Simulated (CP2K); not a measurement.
Consider hydrogen sulfide monohydrate at its PBE geometry (Å).

```xyz
6

S     0.7240    1.8896    0.8135
O    -0.5528   -1.0428   -0.6387
H     0.2113    0.8188    0.1564
H     1.3624    1.0886    1.6926
H    -1.4760   -1.3285   -0.5386
H    -0.2689   -1.4258   -1.4852
```

Method: CP2K XAS_TDP, all-electron GAPW, PBEh(45%), aug-cc-pVTZ, TDA, GW2X-corrected core level, no relativity.

Where do the O K-edge lines lie, and how strong are they?

Leading lines: O2 533.72 eV. The leading line of an atom is its first one with 35 % of the strongest within 2.5 eV of its lowest line over the strength cut. Core ionisation energies at this level: O2 537.58 eV.

The first six lines of each atom with a strength over 0.0015:

```
                              atom  energy (eV)  states  strength, one atom  above the computed threshold
O2 (bonded to 2 H, takes 1 H bond)       533.72       1              0.0144                              
                                         535.18       1              0.0320                              
                                         536.40       1              0.0053                              
                                         536.80       1              0.0099                              
                                         537.62       1              0.0079                           yes
                                         537.65       1              0.0072                           yes
```

Lines are vertical, at one geometry, with no vibrational structure. GW2X ionisation energies and lines can be off by 1 to 2 eV either way, and a good line position may hide errors that cancel. These values hold no scalar relativity, about 0.4 eV for O 1s. Rydberg lines, and the discretised continuum above threshold, depend on the basis and the box. This is one low-energy arrangement of the cluster, relaxed without a dispersion correction; others exist.

[Banner, clock and machine lines of the logs are left out without a mark of their own.]

[Logs are printed without paths, hosts, clocks, repeated set-up lines and the standing remarks that a program may print on its own settings, such as how far it seeks lower states.]

[Hosts, paths, dates, database ids (printed as entryN), source tags and the programs' standing remarks are cut or masked in the printed files.]
